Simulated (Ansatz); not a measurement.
**CO on Os(0001): change of the work function**

How does CO on the hcp site change the work function of Os(0001) as the layer fills?

Program: Ansatz 0.2.0. Level of theory: plane-wave DFT, PBEsol, Ansatz PAW, in the first sound run; inputs show where later runs differ. Results are calculated unless marked as measured.

This is a report of a sequence of runs, with most program output left out.

## Step 1: Set-up

The cell holds 4 atoms: 4 Os. Its edges and angles: a = 2.740 Å, b = 2.740 Å, c = 24.490 Å, α = 90.0°, β = 90.0°, γ = 60.0°. Vacuum lies along c.

## Step 2: The clean slab

The bare slab comes first, as the zero from which every change is counted. The two lowest layers are held at bulk places and the upper ones relax. The dipole correction removes the false field that a one-sided slab makes across the periodic vacuum, so each face gets a flat vacuum level of its own.

The input, input.yaml:

```yaml
crystal:
  lattice:
    - [2.74, 0.0, 0.0]
    - [1.37, 2.3729096064, 0.0]
    - [0.0, 0.0, 24.48969]
  atoms:
    - { symbol: Os, position: [0.6666666667, 0.6666666667, 0.3675015894] }
    - { symbol: Os, position: [0.0, 0.0, 0.4558338631] }
    - { symbol: Os, position: [0.6666666667, 0.6666666667, 0.5441661369] }
    - { symbol: Os, position: [0.0, 0.0, 0.6324984106] }
kpoints:
  mp_grid: { grid: [13, 13, 1] }
hamiltonian:
  xc: pbesol
scf:
  occupations: { method: fermi_dirac, width: 0.1 }
  convergence: { dr2_threshold: 1.0e-08 }
efield:
  axis: 3
  dipole_correction: true
  ramp_position: 0.97
  ramp_width: 0.06
relax:
  f_tol: 0.02
  max_steps: 60
  constraints: [{ sites: [0, 1] }]
output:
  write_potential: true
  write_density: true
  volumetric_format: npy
```

Command:

```console
ansatz run input.yaml --threads 4 --pin off --max-ram 12288MiB --backend cpu --events-out ev --progress --plain --runs-dir out
```

The job ended after 18 s (4 threads of Arm Neoverse V1, shared host; peak memory 0.47 GiB; 70 s of CPU time).

The steps of the relaxation:

```csv
step,energy less that of the first step (eV),largest force component (eV/Å)
1,0.0000,1.0769
2,0.0047,1.4206
3,-0.0516,0.1930
4,-0.0523,0.0705
5,-0.0527,0.0008
```

Relaxation step 2 was tried and not accepted.

Forces are held to the 6 operations that the run works with; a distortion that breaks them can't arise in this run.

The atoms that moved most (Å):

| atom | dx | dy | dz | length |
| --- | --- | --- | --- | --- |
| Os4 | 0.000 | 0.000 | -0.104 | 0.104 |
| Os3 | 0.000 | 0.000 | -0.018 | 0.018 |

Final coordinates:

```xyz
4
Lattice="2.7400 0.0000 0.0000 1.3700 2.3729 0.0000 0.0000 0.0000 24.4897" Properties=species:S:1:pos:R:3
Os    2.7400    1.5819    9.0000
Os    0.0000    0.0000   11.1632
Os    2.7400    1.5819   13.3082
Os    0.0000    0.0000   15.3853
```

This step gave:

```
energy at zero smearing        : -45001.4013 eV
work function, upper face      : 5.472 eV
work function, lower face      : 5.518 eV
dipole along the normal        : 0.001628 e·Å
step between the vacuum levels : -0.04532 eV
```

Running mean over 2.16323 Å of the planar mean; the ramp of the sawtooth is left out. Table of electron's electrostatic potential energy less the Fermi level by z:

```csv
z (Å),electron's electrostatic potential energy less the Fermi level (eV)
3.0,5.52
3.5,5.52
4.0,5.52
4.5,5.52
5.0,5.51
5.5,5.49
6.0,5.43
6.5,5.17
7.0,4.20
7.5,0.888
8.0,-4.92
8.5,-10.1
9.0,-12.1
9.5,-12.5
10.0,-12.7
10.5,-12.8
11.0,-12.9
11.5,-13.0
12.0,-13.2
12.5,-13.2
13.0,-13.1
13.5,-13.3
14.0,-13.7
14.5,-13.7
15.0,-13.0
15.5,-12.1
16.0,-9.21
16.5,-3.59
17.0,1.88
17.5,4.49
18.0,5.21
18.5,5.40
19.0,5.45
19.5,5.47
20.0,5.47
20.5,5.47
21.0,5.47
```

The relaxation took 5 steps and lowered the energy by 0.053 eV; the largest force on the free atoms ends at 8.5e-4 eV/Å.

The work function of the upper face is 5.47 eV.

## Step 3: Adsorbate added, k-mesh 5×5×1, coverage 0.111 ML

System of this step: CO/Os(0001). The cell holds 38 atoms: 36 Os, 1 C and 1 O. Its edges and angles: a = 8.220 Å, b = 8.220 Å, c = 27.074 Å, α = 90.0°, β = 90.0°, γ = 60.0°. Vacuum lies along c.

The clean slab as it ended is repeated in the plane and the adsorbate is set on one face; the cell's size fixes the coverage, and the k-mesh shrinks with it to keep the sampling density about even. Adsorbate and upper layers relax, since the dipole depends on the height.

The input, input.yaml:

```yaml
crystal:
  lattice:
    - [8.2200000001, 0.0, 0.0]
    - [4.11, 7.1187288192, 0.0]
    - [0.0, 0.0, 27.0741476736]
  atoms:
    - { symbol: Os, position: [0.2222222222, 0.2222222222, 0.332420437] }
    - { symbol: Os, position: [0.0, 0.0, 0.4123206438] }
    - { symbol: Os, position: [0.2222222222, 0.2222222222, 0.4915450804] }
    - { symbol: Os, position: [0.0, 0.0, 0.5682642451] }
    - { symbol: Os, position: [0.2222222222, 0.5555555556, 0.332420437] }
    - { symbol: Os, position: [0.0, 0.3333333333, 0.4123206438] }
    - { symbol: Os, position: [0.2222222222, 0.5555555556, 0.4915450804] }
    - { symbol: Os, position: [0.0, 0.3333333333, 0.5682642451] }
[... 26 atom lines left out ...]
    - { symbol: Os, position: [0.8888888889, 0.8888888889, 0.4915450804] }
    - { symbol: Os, position: [0.6666666667, 0.6666666667, 0.5682642451] }
    - { symbol: C, position: [0.2222222222, 0.2222222222, 0.6247342623] }
    - { symbol: O, position: [0.2222222222, 0.2222222222, 0.667579563] }
kpoints:
  mp_grid: { grid: [5, 5, 1] }
hamiltonian:
  xc: pbesol
scf:
  occupations: { method: fermi_dirac, width: 0.1 }
  convergence: { dr2_threshold: 1.0e-08 }
efield:
  axis: 3
  dipole_correction: true
  ramp_position: 0.97
  ramp_width: 0.06
relax:
  f_tol: 0.02
  max_steps: 60
  constraints:
    - { sites: [0, 1, 4, 5, 8, 9, 12, 13, 16, 17, 20, 21, 24, 25, 28, 29, 32, 33] }
output:
  bader: true
  write_potential: true
  write_density: true
  volumetric_format: npy
```

Elapsed: 14 min, on 4 threads; peak memory 9.9 GiB.

This run has no spin polarisation, although Os can carry a moment.

The steps of the relaxation:

```csv
step,energy less that of the first step (eV),largest force component (eV/Å)
1,0.0000,2.9840
2,-0.1022,1.5702
3,-0.1935,0.4824
4,-0.1968,0.0492
5,-0.1971,0.0048
```

Forces are held to the 6 operations that the run works with; a distortion that breaks them can't arise in this run.

The atoms that moved most (Å):

```csv
atom,dx,dy,dz,length
C37,0.000,0.000,-0.088,0.088
Os8,-0.035,0.020,0.054,0.067
Os16,0.000,-0.041,0.054,0.067
Os20,0.035,0.020,0.054,0.067
O38,0.000,0.000,-0.050,0.050
Os4,-0.026,-0.015,-0.003,0.031
Os12,0.000,0.031,-0.003,0.031
Os28,0.026,-0.015,-0.003,0.031
```

Final coordinates:

```xyz
38
Lattice="8.2200 0.0000 0.0000 4.1100 7.1187 0.0000 0.0000 0.0000 27.0741" Properties=species:S:1:pos:R:3
Os    2.7400    1.5819    9.0000
Os    0.0000    0.0000   11.1632
Os    2.7400    1.5819   13.3134
Os   -0.0264   -0.0153   15.3826
Os    4.1100    3.9548    9.0000
Os    1.3700    2.3729   11.1632
Os    4.1028    3.9524   13.3029
Os    1.3348    2.3932   15.4390
Os    5.4800    6.3278    9.0000
Os    2.7400    4.7458   11.1632
Os    5.4785    6.3352   13.3029
Os    2.7400    4.7763   15.3826
Os    5.4800    1.5819    9.0000
Os    2.7400    0.0000   11.1632
Os    5.4743    1.5769   13.3029
Os    2.7400   -0.0407   15.4390
Os    6.8500    3.9548    9.0000
Os    4.1100    2.3729   11.1632
Os    6.8500    3.9548   13.2958
Os    4.1452    2.3932   15.4390
Os    8.2200    6.3278    9.0000
Os    5.4800    4.7458   11.1632
Os    8.2215    6.3352   13.3029
Os    5.4817    4.7448   15.3803
Os    8.2200    1.5819    9.0000
Os    5.4800    0.0000   11.1632
Os    8.2257    1.5769   13.3029
Os    5.5064   -0.0153   15.3826
Os    9.5900    3.9548    9.0000
Os    6.8500    2.3729   11.1632
Os    9.5972    3.9524   13.3029
Os    6.8500    2.3749   15.3803
Os   10.9600    6.3278    9.0000
Os    8.2200    4.7458   11.1632
Os   10.9600    6.3278   13.3081
Os    8.2183    4.7448   15.3803
C     2.7400    1.5819   16.8264
O     2.7400    1.5819   18.0241
```

Numbers from this step:

* energy at zero smearing: -405820.1491 eV
* work function, upper face: 5.948 eV
* work function, lower face: 5.506 eV
* dipole along the normal: -0.1428 e·Å
* step between the vacuum levels: 0.4417 eV

Running mean over 2.16323 Å of the planar mean; the ramp of the sawtooth is left out. Electron's electrostatic potential energy less the Fermi level against z:

| z (Å) | electron's electrostatic potential energy less the Fermi level (eV) |
| --- | --- |
| 3.5 | 5.51 |
| 4.0 | 5.51 |
| 4.5 | 5.50 |
| 5.0 | 5.50 |
| 5.5 | 5.48 |
| 6.0 | 5.41 |
| 6.5 | 5.16 |
| 7.0 | 4.18 |
| 7.5 | 0.866 |
| 8.0 | -4.95 |
| 8.5 | -10.1 |
| 9.0 | -12.2 |
| 9.5 | -12.5 |
| 10.0 | -12.7 |
| 10.5 | -12.8 |
| 11.0 | -12.9 |
| 11.5 | -13.1 |
| 12.0 | -13.2 |
| 12.5 | -13.2 |
| 13.0 | -13.1 |
| 13.5 | -13.2 |
| 14.0 | -13.5 |
| 14.5 | -13.5 |
| 15.0 | -13.0 |
| 15.5 | -12.3 |
| 16.0 | -9.91 |
| 16.5 | -4.53 |
| 17.0 | 0.771 |
| 17.5 | 3.48 |
| 18.0 | 4.61 |
| 18.5 | 5.18 |
| 19.0 | 5.54 |
| 19.5 | 5.84 |
| 20.0 | 5.93 |
| 20.5 | 5.95 |
| 21.0 | 5.95 |
| 21.5 | 5.95 |
| 22.0 | 5.95 |
| 22.5 | 5.95 |
| 23.0 | 5.95 |
| 23.5 | 5.95 |

The relaxation took 5 steps and lowered the energy by 0.20 eV; the largest force on the free atoms ends at 0.0048 eV/Å.

The covered face has 5.95 eV, +0.48 eV against the clean one; the bare back face has moved by -0.01 eV, a measure of how thin the slab is.

## Step 4: The covered slab, k-mesh 7×7×1, coverage 0.25 ML

System of this step: CO/Os(0001). The cell holds 18 atoms: 16 Os, 1 C and 1 O. Cell: a = 5.480 Å, b = 5.480 Å, c = 27.074 Å, α = 90.0°, β = 90.0°, γ = 60.0°. Vacuum lies along c.

Another coverage, to see how the dipoles act on each other as their distance changes.

The input, input.yaml:

```yaml
crystal:
  lattice:
    - [5.48, 0.0, 0.0]
    - [2.74, 4.7458192128, 0.0]
    - [0.0, 0.0, 27.0741476736]
  atoms:
    - { symbol: Os, position: [0.3333333333, 0.3333333333, 0.332420437] }
    - { symbol: Os, position: [0.0, 0.0, 0.4123206438] }
    - { symbol: Os, position: [0.3333333333, 0.3333333333, 0.4915450804] }
    - { symbol: Os, position: [0.0, 0.0, 0.5682642451] }
    - { symbol: Os, position: [0.3333333333, 0.8333333333, 0.332420437] }
    - { symbol: Os, position: [0.0, 0.5, 0.4123206438] }
    - { symbol: Os, position: [0.3333333333, 0.8333333333, 0.4915450804] }
    - { symbol: Os, position: [0.0, 0.5, 0.5682642451] }
    - { symbol: Os, position: [0.8333333333, 0.3333333333, 0.332420437] }
    - { symbol: Os, position: [0.5, 0.0, 0.4123206438] }
    - { symbol: Os, position: [0.8333333333, 0.3333333333, 0.4915450804] }
    - { symbol: Os, position: [0.5, 0.0, 0.5682642451] }
    - { symbol: Os, position: [0.8333333333, 0.8333333333, 0.332420437] }
    - { symbol: Os, position: [0.5, 0.5, 0.4123206438] }
    - { symbol: Os, position: [0.8333333333, 0.8333333333, 0.4915450804] }
    - { symbol: Os, position: [0.5, 0.5, 0.5682642451] }
    - { symbol: C, position: [0.3333333333, 0.3333333333, 0.6247342623] }
    - { symbol: O, position: [0.3333333333, 0.3333333333, 0.667579563] }
kpoints:
  mp_grid: { grid: [7, 7, 1] }
hamiltonian:
  xc: pbesol
scf:
  occupations: { method: fermi_dirac, width: 0.1 }
  convergence: { dr2_threshold: 1.0e-08 }
efield:
  axis: 3
  dipole_correction: true
  ramp_position: 0.97
  ramp_width: 0.06
relax:
  f_tol: 0.02
  max_steps: 60
  constraints: [{ sites: [0, 1, 4, 5, 8, 9, 12, 13] }]
output:
  bader: true
  dos: { projected: true, e_range: [-8, 4] }
  write_potential: true
  write_density: true
  volumetric_format: npy
  elf: true
```

Elapsed: 3.9 min, on 4 threads; peak memory 2.8 GiB; 15 min of CPU time.

The steps of the relaxation:

```csv
step,energy less that of the first step (eV),largest force component (eV/Å)
1,0.0000,2.9028
2,-0.0685,1.3463
3,-0.1398,0.4033
4,-0.1457,0.2864
5,-0.1469,0.0222
6,-0.1469,0.0052
```

The run keeps the 6 symmetry operations that it works with, so distortions that break them were not tested.

The atoms that moved most (Å):

```
atom      dx      dy      dz  length
 C17   0.000   0.000  -0.089   0.089
Os16   0.034   0.019   0.042   0.057
Os12   0.000  -0.039   0.042   0.057
 Os8  -0.034   0.019   0.042   0.057
 O18   0.000   0.000  -0.054   0.054
 Os4   0.000   0.000  -0.020   0.020
 Os3   0.000   0.000  -0.012   0.012
Os15   0.003   0.002  -0.009   0.010
```

Final coordinates:

```xyz
18
Lattice="5.4800 0.0000 0.0000 2.7400 4.7458 0.0000 0.0000 0.0000 27.0741" Properties=species:S:1:pos:R:3
Os    2.7400    1.5819    9.0000
Os    0.0000    0.0000   11.1632
Os    2.7400    1.5819   13.2957
Os    0.0000    0.0000   15.3650
Os    4.1100    3.9548    9.0000
Os    1.3700    2.3729   11.1632
Os    4.1066    3.9568   13.2992
Os    1.3363    2.3924   15.4274
Os    5.4800    1.5819    9.0000
Os    2.7400    0.0000   11.1632
Os    5.4800    1.5780   13.2992
Os    2.7400   -0.0389   15.4274
Os    6.8500    3.9548    9.0000
Os    4.1100    2.3729   11.1632
Os    6.8534    3.9568   13.2992
Os    4.1437    2.3924   15.4274
C     2.7400    1.5819   16.8248
O     2.7400    1.5819   18.0197
```

This step gave:

- energy at zero smearing: -180813.1615 eV
- work function, upper face: 6.399 eV
- work function, lower face: 5.478 eV
- dipole along the normal: -0.1323 e·Å
- step between the vacuum levels: 0.9203 eV

The density of states has structure finer than the step of the table below, so its rows give means over 0.25 eV, whole bins alone (the curve runs from -8 to 1.98 eV). Peaks (eV: height): -5.350: 35.0, -5.020: 40.8, -2.470: 38.9, -2.200: 39.3, -1.710: 63.7, -0.780: 37.1, 1.950: 50.3.

Density of states against energy, zero at the Fermi level; means over each step:

energy (eV), density of states (states/eV a cell) and a bar:
```
    -7.75        2.9 
    -7.50       10.5 ########
    -7.25       11.9 #########
    -7.00       14.7 ############
    -6.75       15.3 ############
    -6.50       18.3 ###############
    -6.25       18.8 ################
    -6.00       13.4 ##########
    -5.75       16.3 #############
    -5.50       11.4 ########
    -5.25       18.7 ################
    -5.00       22.6 ####################
    -4.75       13.3 ##########
    -4.50       16.6 ##############
    -4.25       15.8 #############
    -4.00        7.1 ####
    -3.75       14.4 ###########
    -3.50       22.9 ####################
    -3.25       22.5 ###################
    -3.00       15.9 #############
    -2.75       20.4 #################
    -2.50       33.1 ##############################
    -2.25       25.7 #######################
    -2.00       22.1 ###################
    -1.75       25.7 #######################
    -1.50       13.8 ###########
    -1.25       11.8 #########
    -1.00       11.1 ########
    -0.75       20.6 ##################
    -0.50       15.5 #############
    -0.25       13.7 ###########
     0.00       12.1 #########
     0.25       14.5 ###########
     0.50       15.8 #############
     0.75       15.8 #############
     1.00       12.0 #########
     1.25       15.5 #############
     1.50       21.7 ###################
     1.75       18.6 ################
```

Projected DOS per atom over height of the atomic layer and energy from the Fermi level. Layers: Os4 Os4 Os4 Os4 C O from below.

Ten even steps from '_' (0.03 states/eV) to '@' (2.56 states/eV), each cell a mean:
```
==**++--____
++----==____
--------__..
==::::--____
--::::--__..
++::::==__..
==::::--__..
--::::--____
**==--++__..
@@++==##__..
++--==**__..
====++++__..
--====--____
::--::::____
--------____
======--..::
::::----::--
::==--::::--
::====::**%%
..--==::::**
..----......
__....______
```
Columns: height of the atomic layer (Å) from 9 to 18.0 (not evenly spaced); rows upwards: energy from the Fermi level (eV) from -7.96 to 1.95.

ELF in the ca plane at fractional y = 0.333, with atoms of Os and C and O within 0.2 Å of it. It is the smooth field of the valence electrons, not physical close to the nuclei.

Values, 8 rows by 16 columns, each cell a mean:
```
0.46 0.54 0.33 0.31 0.40 0.59 0.35 0.33 0.33 0.09 0.00 0.00 0.00 0.00 0.00 0.00
0.51 0.55 0.32 0.32 0.42 0.59 0.36 0.36 0.38 0.12 0.00 0.00 0.00 0.00 0.00 0.00
0.35 0.37 0.31 0.33 0.33 0.40 0.32 0.34 0.25 0.06 0.03 0.01 0.00 0.00 0.00 0.00
0.35 0.32 0.30 0.38 0.32 0.33 0.31 0.36 0.34 0.26 0.43 0.11 0.00 0.00 0.00 0.00
0.46 0.54 0.33 0.31 0.40 0.59 0.35 0.28 0.59 0.64 0.79 0.29 0.01 0.00 0.00 0.00
0.51 0.55 0.32 0.31 0.42 0.59 0.36 0.29 0.53 0.62 0.77 0.33 0.01 0.00 0.00 0.00
0.35 0.37 0.31 0.33 0.33 0.40 0.32 0.30 0.48 0.45 0.64 0.18 0.00 0.00 0.00 0.00
0.35 0.32 0.30 0.38 0.31 0.33 0.32 0.39 0.24 0.08 0.12 0.04 0.00 0.00 0.00 0.00
```
Columns run along c (16.0 Å, from fractional 0.30 to 0.89 of the cell), rows up along a (5.5 Å). Atoms in or near the plane, at fractional coordinates: Os at (0.33, 0.33), Os at (0.49, 0.33), Os at (0.33, 0.83), Os at (0.49, 0.83), C at (0.62, 0.33), O at (0.67, 0.33).

Valence density in the ca plane at fractional y = 0.333, with atoms of Os and C and O within 0.2 Å of it. It is the smooth field of the valence electrons, not physical close to the nuclei.

Values in e/Å³, 8 rows by 16 columns, each cell a mean:
```
1.9 0.5 0.5 2.9 3.5 0.5 0.5 0.1 0.0 0.0 0.0 0.0 0.0 0.0 0.0 0.0
2.7 0.4 0.4 4.0 4.9 0.5 0.3 0.1 0.0 0.0 0.0 0.0 0.0 0.0 0.0 0.0
0.7 0.8 0.7 0.9 1.1 0.6 0.8 0.1 0.0 0.0 0.0 0.0 0.0 0.0 0.0 0.0
0.4 1.1 0.9 0.5 0.5 0.7 1.1 0.3 0.2 0.1 0.0 0.0 0.0 0.0 0.0 0.0
1.9 0.5 0.5 2.9 3.5 0.4 0.5 1.2 2.6 1.0 0.0 0.0 0.0 0.0 0.0 0.0
2.7 0.4 0.4 4.1 4.8 0.4 0.5 1.6 4.2 1.6 0.0 0.0 0.0 0.0 0.0 0.0
0.7 0.8 0.7 0.9 1.1 0.5 0.8 0.5 0.5 0.2 0.0 0.0 0.0 0.0 0.0 0.0
0.4 1.1 0.9 0.5 0.5 0.7 1.1 0.2 0.0 0.0 0.0 0.0 0.0 0.0 0.0 0.0
```
Columns run along c (16.0 Å, from fractional 0.35 to 0.94 of the cell), rows up along a (5.5 Å). Atoms in or near the plane, at fractional coordinates: Os at (0.49, 0.33), Os at (0.49, 0.83), C at (0.62, 0.33), O at (0.67, 0.33).

Electrostatic potential energy in the ca plane at fractional y = 0.333, with atoms of Os and C and O within 0.2 Å of it. With pseudopotentials it is smooth inside the atoms' cores, unlike the true potential.

Values in eV, 8 rows by 16 columns, each cell a mean:
```
-19   0   1 -28 -33   0   1   8  10  10  11  11  11  11  11  11
-25   3   3 -35 -40   1   4   9  10  10  11  11  11  11  11  11
 -4  -8  -5  -9 -11  -3 -10   7  10  11  11  11  11  11  11  11
  2 -14  -9   0  -1  -5 -15   4   8  10  11  11  11  11  11  11
-19   0   1 -28 -33   1  -1 -25 -21   0  11  11  11  11  11  11
-25   3   3 -35 -40   2   1 -40 -37  -6  11  11  11  11  11  11
 -4  -8  -5  -9 -11  -2  -9   0   4   9  11  11  11  11  11  11
  2 -14  -9   0  -2  -6 -15   6  10  11  11  11  11  11  11  11
```
Columns run along c (16.0 Å, from fractional 0.35 to 0.94 of the cell; values clipped at the 3rd and 97th percentile), rows up along a (5.5 Å). Atoms in or near the plane, at fractional coordinates: Os at (0.49, 0.33), Os at (0.49, 0.83), C at (0.62, 0.33), O at (0.67, 0.33).

The relaxation took 6 steps and lowered the energy by 0.15 eV; the largest force on the free atoms ends at 0.0052 eV/Å.

By hand: a sheet of dipoles makes a step −p/(ε₀A) in the electron's potential. With e/ε₀ = 180.95 V·Å, p = -0.1323 e·Å and A = 26.01 Å², that is −180.95 × (-0.1323) / 26.01 = +0.920 eV, and the two vacuum levels of the run differ by +0.920 eV.

The covered face has 6.40 eV, +0.93 eV against the clean one; the bare back face has moved by -0.04 eV, a measure of how thin the slab is.

[end of part 1 of 2]

[Logs are printed without paths, hosts, clocks, repeated set-up lines and the standing remarks that a program may print on its own settings, such as how far it seeks lower states.]

[Hosts, paths, dates, database ids (printed as entryN), source tags and the programs' standing remarks are cut or masked in the printed files.]

[Maps of the electrostatic potential energy from Ansatz leave out the sawtooth potential of an applied field or a dipole correction, so their vacuum need not be flat; planar profiles and work functions include it.]

[The density of states shown here was stored with 400 of the rows of the run's finer table, so its peaks can read low, often by over a quarter, or be missed, and its means over a window can be off by a tenth or more.]
